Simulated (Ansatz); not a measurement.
# BaCd2GaPb: relaxing a made-up structure

Starting from a made-up structure for BaCd2GaPb, the aim is the relaxed cell, its shortest contacts and, where a second run follows, its electronic structure.

Main program and level: Ansatz 0.2.0; DFT, r2SCAN, plane-wave PAW, files of the set soft_1, scalar-relativistic, no spin, cell and ions relaxed at zero pressure; PAW set soft_1, in the first sound run; inputs show where later runs differ.

### 1. The structure

Symmetry: I4mm, No. 107, tetragonal system. Conventional cell: a = 4.935 Å, b = 4.935 Å, c = 11.917 Å, α = 90.00°, β = 90.00°, γ = 90.00°. Nearest to Pb lie 1 Ga at 2.69 Å and 4 Cd at 3.04 Å and 4 Ba at 3.72 Å. Nearest to Ba lie 4 Pb at 3.72 Å and 4 Ga at 3.76 Å and 8 Cd at 3.81 to 3.93 Å. Cd has 2 Ga at 2.89 Å and 2 Pb at 3.04 Å and 4 Cd at 3.49 Å and 4 Ba at 3.81 to 3.93 Å nearest. Ga has 1 Pb at 2.69 Å and 4 Cd at 2.89 Å and 4 Ba at 3.76 Å nearest. Farther neighbours are not listed.

Structure file:

```cif
data_structure
_symmetry_space_group_name_H-M 'P 1'
_symmetry_Int_Tables_number 1
_cell_length_a 6.9051
_cell_length_b 6.9051
_cell_length_c 6.9051
_cell_angle_alpha 138.126
_cell_angle_beta 138.126
_cell_angle_gamma 60.710
_cell_volume 145.11
loop_
_atom_site_label
_atom_site_type_symbol
_atom_site_fract_x
_atom_site_fract_y
_atom_site_fract_z
_atom_site_occupancy
Pb1 Pb 0.39150 0.39150 0.00000 1
Ba2 Ba 0.99920 0.99920 0.00000 1
Cd3 Cd 0.24290 0.74290 0.50000 1
Cd4 Cd 0.74290 0.24290 0.50000 1
Ga5 Ga 0.61690 0.61690 0.00000 1
```

### 2. Relaxation of the guess

The guessed cell has no reason to be at equilibrium. It is relaxed with the atoms, within the space group of the guess.

The input, input.yaml:

```yaml
crystal:
  lattice:
    - [-2.4675, 2.4675, 5.9585]
    - [2.4675, -2.4675, 5.9585]
    - [2.4675, 2.4675, -5.9585]
  atoms:
    - { symbol: Pb, position: [0.3915, 0.3915, 0.0] }
    - { symbol: Ba, position: [0.9992, 0.9992, 0.0] }
    - { symbol: Cd, position: [0.2429, 0.7429, 0.5] }
    - { symbol: Cd, position: [0.7429, 0.2429, 0.5] }
    - { symbol: Ga, position: [0.6169, 0.6169, 0.0] }
kpoints:
  mp_grid: { grid: [8, 8, 8] }
scf:
  occupations: { method: fermi_dirac, width: 0.05 }
hamiltonian:
  xc: r2scan
  pseudopotentials: { kind: paw, azcp: { folder: soft_1 } }
relax:
  f_tol: 0.015
  max_steps: 70
  cell: {}
output:
  forces: true
  stress: true
```

The run is started by

```sh
> ansatz run input.yaml --threads 4 --pin off --max-ram 8192MiB --backend cpu --events-out ev --progress --plain --runs-dir out
```

Numbers of over 12 decimals in the logs are rounded to 6 here.

Log:

```text
Engine: ansatz 0.2.0, aarch64-unknown-linux-gnu
Pseudopotentials: kind: paw
Pseudopotential: Pb, paw, valence charge 14, recommended cutoff 500 eV (meta_gga), soft_1/Pb.paw.azcp
Pseudopotential: Ba, paw, valence charge 10, recommended cutoff 500 eV (meta_gga), soft_1/Ba.paw.azcp
Pseudopotential: Cd, paw, valence charge 20, recommended cutoff 500 eV (meta_gga), soft_1/Cd.paw.azcp
Pseudopotential: Ga, paw, valence charge 13, recommended cutoff 500 eV (meta_gga), soft_1/Ga.paw.azcp
Functional definition: r2SCAN
  parameter k0 = 0.174
  parameter k1 = 0.065
  parameter a1 = 4.9479
  exchange = r2scan_x(k0 = k0, k1 = k1, a1 = a1)
  correlation = r2scan_c
Crystal: 5 atoms, lattice volume = 145.115 Å³
Basis set: ecut = 500 eV, 3669 PW (Γ), exchange–correlation on 216×216×216 points (64 copies of the dense FFT grid, shifted against one another)
Bands: 47, of which v1, the nominal top of the filled ones, is band 39 counted from 1 (38 counted from 0)
Symmetry: 8 space group operations
Space group: I4mm (ITA 107), of the structure as read, at distance tolerance 5.3e-5 Å
k-points: 59 of 512 (time reversal used)
Non-local potential: Pb, projectors of the file, l = 0: 2, l = 1: 2, l = 2: 2, l = 3: 1
Non-local potential: Ba, projectors of the file, l = 0: 3, l = 1: 2, l = 2: 2, l = 3: 2
Non-local potential: Cd, projectors of the file, l = 0: 3, l = 1: 2, l = 2: 2, l = 3: 1
Non-local potential: Ga, projectors of the file, l = 0: 2, l = 1: 2, l = 2: 3, l = 3: 1
PAW form: soft (Blöchl's): semilocal exchange-correlation on the pseudo side does not see the compensation charge
PAW frozen core: Pb, regenerated for the run's functional (the file was generated under x = pbe(κ = 0.804, μ = 0.219515), c = pbe(β = 0.066725))
PAW frozen core: Ba, regenerated for the run's functional (the file was generated under x = pbe(κ = 0.804, μ = 0.219515), c = pbe(β = 0.066725))
PAW frozen core: Cd, regenerated for the run's functional (the file was generated under x = pbe(κ = 0.804, μ = 0.219515), c = pbe(β = 0.066725))
PAW frozen core: Ga, regenerated for the run's functional (the file was generated under x = pbe(κ = 0.804, μ = 0.219515), c = pbe(β = 0.066725))
PAW one-centre angular grid: Pb, 590 points (default); XC on 160 Gauss nodes
PAW one-centre angular grid: Ba, 302 points (default); XC on 160 Gauss nodes
PAW one-centre angular grid: Cd, 590 points (default); XC on 160 Gauss nodes
PAW one-centre angular grid: Ga, 590 points (default); XC on 160 Gauss nodes
Initial density: superposition of atomic densities (chi_scale 0.1, normalization cell, long waves kept (reshape's long-wave potential 0.00 eV rms))
Initial wavefunctions: pseudopotential atomic-orbital guess
Functional: x = r2scan, c = r2scan; τ floored in thin density (d = 2e-4 eV/Å³)
SCF iter   1: F=—  HF=-38217.931172 eV  |F-HF|=—  |Δ(HF+E_count)|=         —  Δρ=3.59e-2  dr2=6.26e0  dr2_τ=4.53e-2  ethr=3.10e-3  ⟨swp⟩=12.6  Hψ=14117  notcnv=0  defer=6
preconditioner: auto → Kerker (q_TF=auto, 2.455 Å⁻¹)  [metal: Δε(μ)=0.066 eV  Ē_g=12.912 eV  σ=0.050 eV  W_gap=0.31  n_scr=32 (ndim 8)  ℏωp=23.7 eV  f_vac=0.000  D(μ)=1.91/eV (n_scr^D=10)]
SCF iter   2: F=—  HF=-38216.896010 eV  |F-HF|=—  |Δ(HF+E_count)|=    1.04e0  Δρ=2.18e-2  dr2=2.56e0  dr2_τ=8.30e-3  ethr=3.10e-3  ⟨swp⟩=3.1  Hψ=5756  notcnv=0  defer=100
SCF iter   3: F=—  HF=-38216.372261 eV  |F-HF|=—  |Δ(HF+E_count)|=   5.24e-1  Δρ=5.89e-3  dr2=2.28e-1  dr2_τ=2.60e-3  ethr=3.10e-3  ⟨swp⟩=4.0  Hψ=5367  notcnv=0  defer=100
SCF iter   4: F=—  HF=-38216.337833 eV  |F-HF|=—  |Δ(HF+E_count)|=   3.44e-2  Δρ=2.69e-3  dr2=2.05e-2  dr2_τ=2.84e-4  ethr=2.96e-4  ⟨swp⟩=4.0  Hψ=5550  notcnv=0  defer=108
SCF iter   5: F=—  HF=-38216.337426 eV  |F-HF|=—  |Δ(HF+E_count)|=   4.06e-4  Δρ=1.81e-3  dr2=8.38e-3  dr2_τ=7.63e-5  ethr=2.67e-5  ⟨swp⟩=2.1  Hψ=4537  notcnv=0  defer=107
SCF iter   6: F=—  HF=-38216.337517 eV  |F-HF|=—  |Δ(HF+E_count)|=   9.08e-5  Δρ=8.42e-4  dr2=1.77e-3  dr2_τ=3.05e-5  ethr=1.09e-5  ⟨swp⟩=2.0  Hψ=4505  notcnv=0  defer=107
SCF iter   7: F=—  HF=-38216.337464 eV  |F-HF|=—  |Δ(HF+E_count)|=   5.32e-5  Δρ=2.61e-4  dr2=1.68e-4  dr2_τ=4.28e-6  ethr=2.30e-6  ⟨swp⟩=2.0  Hψ=4113  notcnv=0  defer=107
SCF iter   8: F=—  HF=-38216.337499 eV  |F-HF|=—  |Δ(HF+E_count)|=   3.55e-5  Δρ=8.86e-5  dr2=2.18e-5  dr2_τ=3.15e-7  ethr=2.18e-7  ⟨swp⟩=2.0  Hψ=4412  notcnv=0  defer=107
SCF iter   9: F=—  HF=-38216.337529 eV  |F-HF|=—  |Δ(HF+E_count)|=   2.95e-5  Δρ=2.98e-5  dr2=2.95e-6  dr2_τ=3.31e-8  ethr=2.84e-8  ⟨swp⟩=2.0  Hψ=3920  notcnv=0  defer=107
SCF iter  10: F=—  HF=-38216.337529 eV  |F-HF|=—  |Δ(HF+E_count)|=   5.32e-7  Δρ=1.24e-5  dr2=5.66e-7  dr2_τ=3.79e-9  ethr=3.83e-9  ⟨swp⟩=2.0  Hψ=3817  notcnv=0  defer=107
SCF iter  11: F=-38216.337529 eV  HF=-38216.337529 eV  |F-HF|=1.63e-8  |Δ(HF+E_count)|=   3.12e-8  Δρ=3.47e-6  dr2=2.32e-8  dr2_τ=2.99e-10  ethr=1.30e-10  ⟨swp⟩=3.0  Hψ=10869  notcnv=0
SCF 1 converged in 11 iterations: F = -38216.337529 eV  dr2 = 2.32e-8
  greatest PAW one-centre occupation: 1.002 electrons in one spin orbital (limit 2), on the Cd atom at site 2 (counted from 0), in its partial waves of l = 0
relax step   1: F+E_penalty+E_count = -38216.33752946 eV  Δ(F+E_penalty+E_count) = +0.000e0 eV  max|allowed force component| = 7.657e-1 eV/Å  Δτ_max = 0.0000 Å  P = -1.182 GPa  Ω = 145.115 Å³  (11 SCF iters, dr2 threshold 1.00e-7 eV, accepted)
Crystal: 5 atoms, lattice volume = 140.655 Å³
Basis set: ecut = 500 eV, 3581 PW (Γ), exchange–correlation on 216×216×216 points (64 copies of the dense FFT grid, shifted against one another)
Initial density: handed on by an earlier stage of this run
Initial wavefunctions: those handed on with the density
iter 1 solved again at ethr=3.84e-5 eV; its pass at ethr=3.10e-3 eV (dr2=2.96e-2 eV) is discarded
SCF iter   1: F=—  HF=-38216.031146 eV  |F-HF|=—  |Δ(HF+E_count)|=         —  Δρ=4.98e-3  dr2=3.07e-2  dr2_τ=4.79e-1  ethr=3.84e-5  ⟨swp⟩=2.5  Hψ=14168  notcnv=0
preconditioner: auto → Kerker (q_TF=auto, 2.468 Å⁻¹)  [metal: Δε(μ)=0.003 eV  Ē_g=14.120 eV  σ=0.050 eV  W_gap=0.02  n_scr=32 (ndim 8)  ℏωp=24.0 eV  f_vac=0.000  D(μ)=1.97/eV (n_scr^D=10)]
SCF iter   2: F=—  HF=-38216.431956 eV  |F-HF|=—  |Δ(HF+E_count)|=   4.01e-1  Δρ=2.72e-3  dr2=1.16e-2  dr2_τ=1.77e-4  ethr=3.84e-5  ⟨swp⟩=3.1  Hψ=6010  notcnv=0
SCF iter   3: F=—  HF=-38216.431036 eV  |F-HF|=—  |Δ(HF+E_count)|=   9.20e-4  Δρ=1.14e-3  dr2=3.96e-3  dr2_τ=4.70e-5  ethr=1.50e-5  ⟨swp⟩=1.4  Hψ=2822  notcnv=0
SCF iter   4: F=—  HF=-38216.430613 eV  |F-HF|=—  |Δ(HF+E_count)|=   4.23e-4  Δρ=2.70e-4  dr2=2.88e-4  dr2_τ=3.91e-6  ethr=5.15e-6  ⟨swp⟩=2.0  Hψ=3060  notcnv=0
SCF iter   5: F=—  HF=-38216.430580 eV  |F-HF|=—  |Δ(HF+E_count)|=   3.27e-5  Δρ=1.15e-4  dr2=3.32e-5  dr2_τ=4.38e-7  ethr=3.75e-7  ⟨swp⟩=2.0  Hψ=4221  notcnv=0
SCF iter   6: F=—  HF=-38216.430577 eV  |F-HF|=—  |Δ(HF+E_count)|=   2.83e-6  Δρ=7.94e-5  dr2=1.28e-5  dr2_τ=1.20e-7  ethr=4.32e-8  ⟨swp⟩=2.0  Hψ=4218  notcnv=0
SCF iter   7: F=—  HF=-38216.430574 eV  |F-HF|=—  |Δ(HF+E_count)|=   3.55e-6  Δρ=3.28e-5  dr2=2.71e-6  dr2_τ=2.71e-8  ethr=1.66e-8  ⟨swp⟩=2.0  Hψ=4213  notcnv=0
SCF iter   8: F=-38216.430574 eV  HF=-38216.430574 eV  |F-HF|=9.90e-8  |Δ(HF+E_count)|=   4.73e-7  Δρ=1.40e-5  dr2=4.25e-7  dr2_τ=8.70e-9  ethr=6.49e-10  ⟨swp⟩=3.4  Hψ=11486  notcnv=0
SCF 2 converged in 8 iterations: F = -38216.430574 eV  dr2 = 4.25e-7
  greatest PAW one-centre occupation: 1.002 electrons in one spin orbital (limit 2), on the Cd atom at site 3 (counted from 0), in its partial waves of l = 0
relax step   2: F+E_penalty+E_count = -38216.43057415 eV  Δ(F+E_penalty+E_count) = -9.304e-2 eV  max|allowed force component| = 5.769e-2 eV/Å  Δτ_max = 0.0745 Å  P = -0.151 GPa  Ω = 140.655 Å³  energy of the carried Pulay correction = +1.580e-3 eV  (8 SCF iters, dr2 threshold 5.00e-7 eV, accepted)
Crystal: 5 atoms, lattice volume = 139.663 Å³
Basis set: ecut = 500 eV, 3559 PW (Γ), exchange–correlation on 216×216×216 points (64 copies of the dense FFT grid, shifted against one another)
iter 1 solved again at ethr=2.75e-6 eV; its pass at ethr=3.10e-3 eV (dr2=2.11e-3 eV) is discarded
SCF iter   1: F=—  HF=-38216.388236 eV  |F-HF|=—  |Δ(HF+E_count)|=         —  Δρ=1.01e-3  dr2=2.20e-3  dr2_τ=5.19e-2  ethr=2.75e-6  ⟨swp⟩=2.3  Hψ=15508  notcnv=0
preconditioner: auto → Kerker (q_TF=auto, 2.471 Å⁻¹)  [metal: Δε(μ)=0.050 eV  Ē_g=14.167 eV  σ=0.050 eV  W_gap=0.25  n_scr=32 (ndim 8)  ℏωp=24.1 eV  f_vac=0.000  D(μ)=1.72/eV (n_scr^D=10)]
SCF iter   2: F=—  HF=-38216.435244 eV  |F-HF|=—  |Δ(HF+E_count)|=   4.70e-2  Δρ=6.31e-4  dr2=6.79e-4  dr2_τ=2.18e-5  ethr=2.75e-6  ⟨swp⟩=2.8  Hψ=5629  notcnv=0
SCF iter   3: F=—  HF=-38216.435250 eV  |F-HF|=—  |Δ(HF+E_count)|=   5.53e-6  Δρ=3.85e-4  dr2=3.27e-4  dr2_τ=5.49e-6  ethr=8.81e-7  ⟨swp⟩=1.0  Hψ=2773  notcnv=0
SCF iter   4: F=—  HF=-38216.435225 eV  |F-HF|=—  |Δ(HF+E_count)|=   2.45e-5  Δρ=8.19e-5  dr2=2.58e-5  dr2_τ=5.24e-7  ethr=4.25e-7  ⟨swp⟩=2.0  Hψ=4514  notcnv=0
SCF iter   5: F=—  HF=-38216.435226 eV  |F-HF|=—  |Δ(HF+E_count)|=   1.44e-6  Δρ=4.23e-5  dr2=5.89e-6  dr2_τ=8.78e-8  ethr=3.35e-8  ⟨swp⟩=2.0  Hψ=4397  notcnv=0
SCF iter   6: F=—  HF=-38216.435227 eV  |F-HF|=—  |Δ(HF+E_count)|=   2.77e-7  Δρ=2.48e-5  dr2=9.32e-7  dr2_τ=2.11e-8  ethr=7.66e-9  ⟨swp⟩=2.0  Hψ=4553  notcnv=0
SCF iter   7: F=-38216.435226 eV  HF=-38216.435226 eV  |F-HF|=7.73e-8  |Δ(HF+E_count)|=   3.64e-7  Δρ=1.27e-5  dr2=2.78e-7  dr2_τ=4.45e-9  ethr=4.87e-10  ⟨swp⟩=5.0  Hψ=10859  notcnv=0
SCF 3 converged in 7 iterations: F = -38216.435226 eV  dr2 = 2.78e-7
relax step   3: F+E_penalty+E_count = -38216.43522632 eV  Δ(F+E_penalty+E_count) = -4.652e-3 eV  max|allowed force component| = 3.842e-2 eV/Å  Δτ_max = 0.0160 Å  P = +0.123 GPa  Ω = 139.663 Å³  energy of the carried Pulay correction = +1.938e-3 eV  (7 SCF iters, dr2 threshold 3.75e-7 eV, accepted)
Crystal: 5 atoms, lattice volume = 140.020 Å³
iter 1 solved again at ethr=1.59e-7 eV; its pass at ethr=3.10e-3 eV (dr2=1.23e-4 eV) is discarded
SCF iter   1: F=—  HF=-38216.431978 eV  |F-HF|=—  |Δ(HF+E_count)|=         —  Δρ=3.65e-4  dr2=1.34e-4  dr2_τ=4.08e-3  ethr=1.59e-7  ⟨swp⟩=2.9  Hψ=13772  notcnv=0
preconditioner: auto → Kerker (q_TF=auto, 2.469 Å⁻¹)  [metal: Δε(μ)=0.040 eV  Ē_g=14.166 eV  σ=0.050 eV  W_gap=0.20  n_scr=32 (ndim 8)  ℏωp=24.1 eV  f_vac=0.000  D(μ)=1.69/eV (n_scr^D=10)]
SCF iter   2: F=—  HF=-38216.435607 eV  |F-HF|=—  |Δ(HF+E_count)|=   3.63e-3  Δρ=2.36e-4  dr2=7.30e-5  dr2_τ=1.53e-6  ethr=1.59e-7  ⟨swp⟩=2.9  Hψ=5272  notcnv=0
SCF iter   3: F=—  HF=-38216.435585 eV  |F-HF|=—  |Δ(HF+E_count)|=   2.15e-5  Δρ=1.38e-4  dr2=3.47e-5  dr2_τ=4.76e-7  ethr=9.47e-8  ⟨swp⟩=1.0  Hψ=2773  notcnv=0
SCF iter   4: F=—  HF=-38216.435582 eV  |F-HF|=—  |Δ(HF+E_count)|=   3.22e-6  Δρ=3.26e-5  dr2=3.14e-6  dr2_τ=4.43e-8  ethr=4.51e-8  ⟨swp⟩=2.0  Hψ=4514  notcnv=0
SCF iter   5: F=—  HF=-38216.435582 eV  |F-HF|=—  |Δ(HF+E_count)|=   6.68e-8  Δρ=1.70e-5  dr2=1.14e-6  dr2_τ=1.19e-8  ethr=4.08e-9  ⟨swp⟩=2.0  Hψ=4391  notcnv=0
SCF iter   6: F=—  HF=-38216.435582 eV  |F-HF|=—  |Δ(HF+E_count)|=   1.53e-7  Δρ=8.11e-6  dr2=2.18e-7  dr2_τ=3.26e-9  ethr=1.48e-9  ⟨swp⟩=2.0  Hψ=4219  notcnv=0
SCF iter   7: F=-38216.435582 eV  HF=-38216.435582 eV  |F-HF|=1.39e-8  |Δ(HF+E_count)|=   6.19e-8  Δρ=3.98e-6  dr2=3.79e-8  dr2_τ=6.65e-10  ethr=1.20e-10  ⟨swp⟩=4.9  Hψ=10732  notcnv=0
SCF 4 converged in 7 iterations: F = -38216.435582 eV  dr2 = 3.79e-8
relax step   4: F+E_penalty+E_count = -38216.43558155 eV  Δ(F+E_penalty+E_count) = -3.552e-4 eV  max|allowed force component| = 6.547e-3 eV/Å  Δτ_max = 0.0053 Å  P = +0.014 GPa  Ω = 140.020 Å³  energy of the carried Pulay correction = +1.809e-3 eV  (7 SCF iters, dr2 threshold 9.23e-8 eV, accepted)
Initial wavefunctions: pseudopotential atomic-orbital guess (no wavefunctions were taken with the density)
iter 1 solved again at ethr=9.81e-7 eV; its pass at ethr=3.10e-3 eV (dr2=7.55e-4 eV) is discarded
SCF iter   1: F=—  HF=-38216.433977 eV  |F-HF|=—  |Δ(HF+E_count)|=         —  Δρ=1.06e-4  dr2=1.23e-6  dr2_τ=1.47e-5  ethr=9.81e-7  ⟨swp⟩=3.0  Hψ=18948  notcnv=0
eigensolver tolerance schedule: the retry pair's looser diagonalisation over-reported the residual by 610.72 of it (diagonalisation noise at 0.24 of the residual, at the tolerance the schedule requests for it); recorded, not acted on — ethr = c·dr2/N_el stays at c = 1.0e-1
preconditioner: auto → Kerker (q_TF=auto, 2.469 Å⁻¹)  [metal: Δε(μ)=0.041 eV  Ē_g=14.164 eV  σ=0.050 eV  W_gap=0.20  n_scr=32 (ndim 8)  ℏωp=24.1 eV  f_vac=0.000  D(μ)=1.69/eV (n_scr^D=10)]
SCF iter   2: F=—  HF=-38216.433940 eV  |F-HF|=—  |Δ(HF+E_count)|=   3.66e-5  Δρ=5.63e-5  dr2=4.69e-7  dr2_τ=4.72e-7  ethr=1.60e-9  ⟨swp⟩=2.0  Hψ=5050  notcnv=0
SCF iter   3: F=—  HF=-38216.433952 eV  |F-HF|=—  |Δ(HF+E_count)|=   1.24e-5  Δρ=6.74e-6  dr2=1.63e-8  dr2_τ=5.54e-9  ethr=6.09e-10  ⟨swp⟩=2.0  Hψ=5046  notcnv=0
SCF iter   4: F=—  HF=-38216.433952 eV  |F-HF|=—  |Δ(HF+E_count)|=   4.48e-8  Δρ=2.50e-6  dr2=7.55e-9  dr2_τ=5.11e-10  ethr=2.12e-11  ⟨swp⟩=2.0  Hψ=4224  notcnv=0
SCF iter   5: F=—  HF=-38216.433952 eV  |F-HF|=—  |Δ(HF+E_count)|=   5.75e-9  Δρ=9.62e-7  dr2=2.09e-9  dr2_τ=6.63e-11  ethr=9.80e-12  ⟨swp⟩=2.0  Hψ=4217  notcnv=0
SCF iter   6: F=—  HF=-38216.433952 eV  |F-HF|=—  |Δ(HF+E_count)|=   1.67e-9  Δρ=4.03e-7  dr2=6.17e-10  dr2_τ=5.91e-12  ethr=2.71e-12  ⟨swp⟩=2.0  Hψ=4218  notcnv=0
SCF iter   7: F=—  HF=-38216.433952 eV  |F-HF|=—  |Δ(HF+E_count)|=  8.00e-11  Δρ=1.72e-7  dr2=8.21e-11  dr2_τ=1.97e-12  ethr=1.00e-12  ⟨swp⟩=2.0  Hψ=3802  notcnv=0
SCF iter   8: F=-38216.433952 eV  HF=-38216.433952 eV  |F-HF|=0.00e0  |Δ(HF+E_count)|=  1.46e-11  Δρ=7.73e-8  dr2=1.03e-11  dr2_τ=5.31e-13  ethr=1.00e-12  ⟨swp⟩=4.0  Hψ=8712  notcnv=0
SCF 5 converged in 8 iterations: F = -38216.433952 eV  dr2 = 1.03e-11
relax step   5: F+E_penalty+E_count = -38216.43395242 eV  Δ(F+E_penalty+E_count) = +1.629e-3 eV  max|allowed force component| = 6.617e-3 eV/Å  Δτ_max = 0.0000 Å  P = +0.012 GPa  Ω = 140.020 Å³  stress off target by 3.63e-2 GPa  SCF on the basis re-selected at this cell (its energy is not comparable with the rows above)  (8 SCF iters)
basis re-selected at this cell: Δ(F+E_penalty+E_count) = +1.629e-3 eV, ΔP = -0.003 GPa vs the last step (what re-selecting the basis moved, of the pressure what is left beyond the Pulay correction that the steps carried, after the strain that the cell walked since its last selection, with what the two solves' SCF thresholds leave and, on support functions, any second-order correction that the steps lacked; it is no m [...]
SCF converged after 8 iterations
Free energy (F): -38216.433952 eV
Harris-Foulkes:  -38216.433952 eV  (|F-HF|=0.00e0)
Internal energy: -38216.420425 eV  (E = F + TS)
E sigma→0 (E₀):  -38216.427188 eV
Entropy (-TS):   -0.013528 eV (-2.706 meV/atom)
Fermi energy:    10.710356 eV
--- Per-component energies (eV) ---
  E_band       = -1088.659444
  E_kinetic    = 1446.308001
  E_local      = -10912.210787  (includes V_loc(G=0)·N_el)
  E_nonlocal   = 543.693560
  E_hartree    = 5229.668656
  E_xc         = -730.843411
  E_vxc        = -781.735635  (∫ρ·V_xc dr)
  E_paw        = -25892.256939  (= ΣΔE_a)
  E_vpaw       = -1895.561611  (= ΣTr[D̂ρ^β])
  E_aug_tail   = 0.000046  (compensation charges beyond the density's cutoff)
  E_vtau       = 51.509392  (kinetic-family band-sum trace: ∫τ·v_τ [+ j·A + Jᵃ·Aᵃ] dr)
  E_ewald      = -7900.032676
  E_core_change = -0.746874  (= ΣΔE_core)
  E_smearing   = -0.013528  (= −TS)
  E_closure    = 0.000000  (closes the sum)
  Σ components = -38216.433952   (vs F -38216.433952, Δ=0.00e0)
--- Forces (eV/Å), atoms counted from 1 ---
  atom   1  Pb    -0.00000000     0.00000000    -0.00382020
  atom   2  Ba     0.00000000     0.00000000     0.00561380
  atom   3  Cd    -0.00000000     0.00000000     0.00241136
  atom   4  Cd     0.00000000     0.00000000     0.00241136
  atom   5  Ga     0.00000000    -0.00000000    -0.00661702
  max |Σ_I F_I| component: 6.90e-7 eV/Å
--- Stress (GPa, compression-positive) ---
       -0.000497       0.000000       0.000000
        0.000000      -0.000497      -0.000000
        0.000000      -0.000000       0.036269
  P = ⅓ Tr σ = 0.0118 GPa (0.118 kbar)
--- Relaxed structure (4 steps of the walk, 4 accepted, 1 SCFs on fresh bases) ---
  F+E_penalty+E_count = -38216.43395242 eV   max|allowed force component| = 6.617e-3 eV/Å   (the final SCF, on the basis selected at the relaxed cell)
  cell:  # Å, volume = 140.0200 Å³
    - [-2.404755, 2.404755, 6.053246]
    - [2.404755, -2.404755, 6.053246]
    - [2.404755, 2.404755, -6.053246]
  atoms:
    - { symbol: Pb, position: [0.391082, 0.391082, 0] }
    - { symbol: Ba, position: [1.002080, 1.002080, 0] }
    - { symbol: Cd, position: [0.238605, 0.738605, 0.5] }
    - { symbol: Cd, position: [0.738605, 0.238605, 0.5] }
    - { symbol: Ga, position: [0.623029, 0.623029, 0] }
```

The job ended after 2 min (4 threads of Arm Neoverse V1, shared host; peak memory 1.3 GiB; 8 min of CPU time).

Relaxation path:

| step | energy less that of the first step (eV) | largest force component (eV/Å) | pressure (GPa) | volume (Å³) |
| --- | --- | --- | --- | --- |
| 1 | 0.0000 | 0.7657 | -1.18 | 145.11 |
| 2 | -0.0930 | 0.0577 | -0.15 | 140.66 |
| 3 | -0.0977 | 0.0384 | 0.12 | 139.66 |
| 4 | -0.0981 | 0.0065 | 0.01 | 140.02 |
| 5* | -0.0964 | 0.0066 | 0.01 | 140.02 |

Relaxation steps marked * repeat the geometry before them on a plane-wave basis chosen anew for their cell, so energy and pressure can jump there.

The run keeps the 8 symmetry operations that it works with, so distortions that break them were not tested.

| conventional cell, symmetrised | before | after | change |
| --- | --- | --- | --- |
| a (Å) | 4.935 | 4.810 | -2.5 % |
| b (Å) | 4.935 | 4.810 | -2.5 % |
| c (Å) | 11.917 | 12.106 | +1.6 % |
| volume (Å³/atom) | 29.02 | 28.00 | -3.5 % |

The atoms that moved most (Å, as changes of fractional coordinates times the final cell):

| atom | dx | dy | dz | length |
| --- | --- | --- | --- | --- |
| Ga5 | 0.000 | 0.000 | 0.074 | 0.074 |
| Cd3 | 0.000 | 0.000 | -0.052 | 0.052 |
| Cd4 | 0.000 | 0.000 | -0.052 | 0.052 |
| Ba2 | 0.000 | 0.000 | 0.035 | 0.035 |
| Pb1 | 0.000 | 0.000 | -0.005 | 0.005 |

Final coordinates:

```xyz
5
Lattice="-2.4048 2.4048 6.0532 2.4048 -2.4048 6.0532 2.4048 2.4048 -6.0532" Properties=species:S:1:pos:R:3 pbc="T T T"
Pb    0.0000    0.0000    4.7346
Ba    0.0000    0.0000   12.1317
Cd    2.4048    0.0000    2.8887
Cd    0.0000    2.4048    2.8887
Ga    0.0000    0.0000    7.5427
```

This step gave:

| Item | Value |
| --- | --- |
| free energy | -38216.4340 eV |
| energy at zero smearing | -38216.4272 eV |
| smearing term TS | 0.01353 eV |
| Fermi energy | 10.71 eV |
| electrons | 77 |
| symmetry operations | 8 |
| pressure | 0.01176 GPa |

The shortest distance of each pair, which need not be the same contact before and after:

| pair | guess (Å) | relaxed (Å) |
| --- | --- | --- |
| Cd–Ga | 2.888 | 2.782 |
| Ga–Pb | 2.686 | 2.808 |
| Cd–Pb | 3.037 | 3.032 |
| Cd–Cd | 3.490 | 3.401 |
| Ba–Pb | 3.718 | 3.657 |

The relaxation ends with a largest force component of 0.0066 eV/Å and a pressure of 0.01 GPa.

[end of part 1 of 2]

[Logs are printed without paths, hosts, clocks, repeated set-up lines and the standing remarks that a program may print on its own settings, such as how far it seeks lower states.]

[Hosts, paths, dates, database ids (printed as entryN), source tags and the programs' standing remarks are cut or masked in the printed files.]
